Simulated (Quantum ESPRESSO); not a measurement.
# W(110): thickness series by an ASE script, part 2 of 2

Aim: how the work function and the surface energy of W(110) settle with the number of layers.

Quantum ESPRESSO 7.5; plane-wave DFT, PBE, GBRV ultrasoft pseudopotentials.

So far: The starting structure; The script; The script: LDA, GBRV ultrasoft.

### 4. Running the series, with maxstep = 4

One more run, with a changed input.

Level of this step: plane-wave DFT, PBE, GBRV ultrasoft pseudopotentials (Quantum ESPRESSO 7.5).

Contents of run.py:

```python
import json
import numpy as np
from ase.build import bcc110
from ase.calculators.espresso import Espresso, EspressoProfile

profile = EspressoProfile(command='mpirun -n 4 pw.x -nk 4', pseudo_dir='../pseudo')
pseudopotentials = {'W': 'w_pbe_v1.2.uspp.F.UPF'}
system = {'ecutwfc': 40, 'ecutrho': 200, 'occupations': 'smearing', 'smearing': 'mv', 'degauss': 0.02}


def calculator(name, kpts, **extra):
    data = dict(control=dict(tprnfor=True, verbosity='high', disk_io='none'),
                system=system | extra,
                electrons=dict(conv_thr=1e-07, mixing_beta=0.4, mixing_mode='local-TF',
                               electron_maxstep=4))
    return Espresso(profile=profile, directory=name, pseudopotentials=pseudopotentials, kpts=kpts, input_data=data)


def centre(atoms):
    z = atoms.positions[:, 2]
    atoms.positions[:, 2] -= (z.max() + z.min()) / 2  # ESM wants the slab about z = 0
    return atoms


rows = []
for n in [3, 4, 5]:
    slab = centre(bcc110('W', size=(1, 1, n), a=3.16, vacuum=7.5, periodic=True))
    slab.set_initial_magnetic_moments([0.0] * n)
    slab.calc = calculator(f'n{n}', (12, 12, 1), assume_isolated='esm', esm_bc='bc1')
    energy = slab.get_potential_energy()
    work = -slab.calc.get_fermi_level()
    force = slab.get_forces()[-1, 2]
    rows.append([n, energy, work, force])
    print(f'{n} layers: E = {energy:.5f} eV, work function {work:.3f} eV, force on the top atom {force:+.3f} eV/A')

n, energy = np.array(rows)[:, :2].T
slope, offset = np.polyfit(n[1:], energy[1:], 1)
area = np.linalg.norm(np.cross(*slab.cell[:2]))
gamma = offset / (2 * area) * 16.0218
print(f'bulk energy from the slope {slope:.5f} eV an atom; unrelaxed surface energy {gamma:.3f} J/m^2')
json.dump(dict(rows=rows, slope=slope, gamma=gamma), open('result.json', 'w'))
```

The run is started by

```sh
OMP_NUM_THREADS=1 python run.py
```

The log of the run:

```text
AssertionError: ((2, 0), 43)
```

Run time: 13 s. Hardware: 4 MPI ranks of Arm Neoverse V2, shared host; peak memory 0.62 GiB.

The input that ASE wrote for the run that failed, and its log:

```
&CONTROL
   verbosity        = 'high'
   tprnfor          = .true.
   disk_io          = 'none'
   pseudo_dir       = '../pseudo'
/
&SYSTEM
   ecutwfc          = 40
   ecutrho          = 200
   occupations      = 'smearing'
   degauss          = 0.02
   smearing         = 'mv'
   assume_isolated  = 'esm'
   esm_bc           = 'bc1'
   ntyp             = 1
   nat              = 3
   ibrav            = 0
/
&ELECTRONS
   electron_maxstep = 4
   conv_thr         = 1e-07
   mixing_mode      = 'local-TF'
   mixing_beta      = 0.4
/
&IONS
/
&CELL
/
&FCP
/
&RISM
/
ATOMIC_SPECIES
W 183.84 w_pbe_v1.2.uspp.F.UPF

K_POINTS automatic
12 12 1  0 0 0

CELL_PARAMETERS angstrom
3.16000000000000 0.00000000000000 0.00000000000000
1.58000000000000 2.23445742854949 0.00000000000000
0.00000000000000 0.00000000000000 19.46891485709898

ATOMIC_POSITIONS angstrom
W 0.0000000000 0.0000000000 -2.2344574285  
W 0.0000000000 2.2344574285 0.0000000000  
W 0.0000000000 0.0000000000 2.2344574285
```

```text
Program PWSCF v.7.5 starts

     Parallel version (MPI & OpenMP), running on       4 processor cores
     Number of MPI processes:                 4
     Threads/MPI process:                     1

     MPI processes distributed on     1 nodes

Warning: card &CELL ignored
Warning: card &FCP ignored
Warning: card &RISM ignored

     Current dimensions of program PWSCF are:
     Max number of different atomic species (ntypx) = 10
     Max number of k-points (npk) =  40000
     Max angular momentum in pseudopotentials (lmaxx) =  4
     Message from routine setup:
     using ibrav=0 with symmetry is DISCOURAGED, use correct ibrav instead

     K-points division:     npool     =       4
     Subspace diagonalization in iterative solution of the eigenvalue problem:
     a serial algorithm will be used

     G-vector sticks info
     --------------------
     sticks:   dense  smooth     PW     G-vecs:    dense   smooth      PW
     Sum         399     321    117                44343    31685    6523

     Using Slab Decomposition

     bravais-lattice index     =            0
     lattice parameter (alat)  =       5.9715  a.u.
     unit-cell volume          =     927.6785 (a.u.)^3
     number of atoms/cell      =            3
     number of atomic types    =            1
     number of electrons       =        42.00
     number of Kohn-Sham states=           25
     kinetic-energy cutoff     =      40.0000  Ry
     charge density cutoff     =     200.0000  Ry
     scf convergence threshold =      1.0E-07
     mixing beta               =       0.4000
     number of iterations used =            8  local-TF  mixing
     Exchange-correlation= SLA  PW   PBE  PBE
                           (   1   4   3   4   0   0   0)

     Effective Screening Medium Method
     =================================
     Boundary Conditions: Vacuum-Slab-Vacuum
     total charge in unit cell        =   0.0000
     grid points for fit at edges     =        4

[... 10 lines left out ...]
     PseudoPot. # 1 for W  read from file:
     ../pseudo/w_pbe_v1.2.uspp.F.UPF
     Pseudo is Ultrasoft + core correction, Zval = 14.0
     Generated by new atomic code, or converted to UPF format
     Using radial grid of  923 points,  8 beta functions with:
                l(1) =   0
                l(2) =   0
                l(3) =   0
                l(4) =   1
                l(5) =   1
                l(6) =   2
                l(7) =   2
                l(8) =   3
     Q(r) pseudized with  6 coefficients,  rinner =    1.350   1.350   1.350
                                                       1.350   1.350   1.350
                                                       1.350

     atomic species   valence    mass     pseudopotential
     W                14.00   183.84000     W ( 1.00)

      8 Sym. Ops., with inversion, found

                                    s                        frac. trans.

[... 208 lines left out ...]

     Dynamical RAM for          h,s,v(r/c):       0.11 MB

     Dynamical RAM for          <psi|beta>:       0.03 MB

     Dynamical RAM for                 psi:       3.02 MB

     Dynamical RAM for                hpsi:       3.02 MB

     Dynamical RAM for                spsi:       3.02 MB

     Dynamical RAM for      wfcinit/wfcrot:       3.04 MB

     Dynamical RAM for           addusdens:      64.95 MB

     Dynamical RAM for          addusforce:      65.48 MB

     Estimated static dynamical RAM per process >      41.11 MB

     Estimated max dynamical RAM per process >     117.42 MB

     Estimated total dynamical RAM >     437.19 MB

     Initial potential from superposition of free atoms

     starting charge      41.6990, renormalised to      42.0000

     negative rho (up, down):  1.870E-01 0.000E+00
     Starting wfcs are   39 randomized atomic wfcs

     total cpu time spent up to now is        1.3 secs

     per-process dynamical memory:    49.5 Mb

     Self-consistent Calculation

     iteration #  1     ecut=    40.00 Ry     beta= 0.40
     Davidson diagonalization with overlap

---- Real-time Memory Report at c_bands before calling an iterative solver
           116 MiB given to the printing process from OS
            50 MiB allocation reported by mallinfo(arena+hblkhd)
------------------
     ethr =  1.00E-02,  avg # of iterations =  1.4

     Threshold (ethr) on eigenvalues was too large:
     Diagonalizing with lowered threshold

     Davidson diagonalization with overlap

---- Real-time Memory Report at c_bands before calling an iterative solver
           145 MiB given to the printing process from OS
            55 MiB allocation reported by mallinfo(arena+hblkhd)
------------------
     ethr =  6.09E-04,  avg # of iterations =  5.3

     negative rho (up, down):  1.865E-01 0.000E+00

     total cpu time spent up to now is        5.1 secs

     total energy              =    -477.22989094 Ry
     estimated scf accuracy    <       0.40668047 Ry

     iteration #  2     ecut=    40.00 Ry     beta= 0.40

---- Real-time Memory Report at c_bands before calling an iterative solver
           154 MiB given to the printing process from OS
            68 MiB allocation reported by mallinfo(arena+hblkhd)
------------------

     total energy              =    -477.14060143 Ry
     estimated scf accuracy    <       0.24399487 Ry

     iteration #  3     ecut=    40.00 Ry     beta= 0.40

---- Real-time Memory Report at c_bands before calling an iterative solver
           155 MiB given to the printing process from OS
            69 MiB allocation reported by mallinfo(arena+hblkhd)
------------------

     total energy              =    -477.17797969 Ry
     estimated scf accuracy    <       0.01584429 Ry

     iteration #  4     ecut=    40.00 Ry     beta= 0.40

---- Real-time Memory Report at c_bands before calling an iterative solver
           157 MiB given to the printing process from OS
            70 MiB allocation reported by mallinfo(arena+hblkhd)
------------------

     total energy              =    -477.19564076 Ry
     estimated scf accuracy    <       0.00613736 Ry

     End of self-consistent calculation

     convergence NOT achieved after   4 iterations: stopping
     Message from routine punch:
     Nothing written, as per user request (disk_io='none')

=------------------------------------------------------------------------------=
   JOB DONE.
=------------------------------------------------------------------------------=
```

No converged result was reached; the numbers in the log don't describe the system.

The fault put into the input: too few SCF iterations (maxstep = 4).

More iterations help only where the error still falls; otherwise mixing must be gentler (smaller beta, local-TF) or the set-up mended.

### 5. A check by hand

γ = (E_N − N e_bulk)/(2A). The excess of the thickest slab is 2.900 eV and A = 7.061 Å²: 2.900/(2 × 7.061) × 16.02 = 3.29 J/m² (1 eV/Å² = 16.02 J/m²); the fit's intercept gives 3.29.

### 6. Results

```json
{"work function of the thickest slab, PBE, GBRV ultrasoft": "4.91 eV", "unrelaxed surface energy, PBE, GBRV ultrasoft": "3.29 J/m²", "work function of the thickest slab, LDA, GBRV ultrasoft": "5.18 eV", "unrelaxed surface energy, LDA, GBRV ultrasoft": "3.80 J/m²"}
```

**Reading.** The thickest slab gives a work function of 4.91 eV and the series an unrelaxed surface energy of 3.29 J/m² (PBE, GBRV ultrasoft). The work function swings by 0.03 eV over 3 to 8 layers and by 0.01 eV over the last step; confined states crossing the Fermi level and the finite mesh both contribute. From 3 layers on it stays within 0.1 eV. The force on the top atom of the thickest slab points inwards (0.30 eV/Å). The slabs are cut from the bulk at the tabulated lattice constant and not relaxed; the surface energy comes from a straight line through the energies of all but the thinnest slab. Spin-orbit coupling is left out; depending on the atoms that carry the band edges, it can split and shift them by tens to hundreds of meV.

Comparison with the measured values:

| quantity | measured | PBE, GBRV | LDA, GBRV |
| --- | --- | --- | --- |
| work function (clean (110) face) (eV) | 5.25 | 4.91 (-0.34 eV) | 5.18 (-0.07 eV) |

Measured values from arxiv:1902.07811 (2019).

How well it matches: For the work function, of the levels listed nearest comes LDA, GBRV (-0.07 eV, good agreement) and farthest PBE, GBRV (-0.34 eV, fair agreement).

[Long decimals in the printed logs are rounded to 6 places.]

[Repeated lines of the later SCF iterations (solver, time, negative density, dipole) and banner, clock, host and MPI lines are left out of these logs without a mark at each place.]

[Logs are printed without paths, hosts, clocks, repeated set-up lines and the standing remarks that a program may print on its own settings, such as how far it seeks lower states.]

[Hosts, paths, dates, database ids (printed as entryN), source tags and the programs' standing remarks are cut or masked in the printed files.]

[Maps of the electrostatic potential energy from Ansatz leave out the sawtooth potential of an applied field or a dipole correction, so their vacuum need not be flat; planar profiles and work functions include it.]
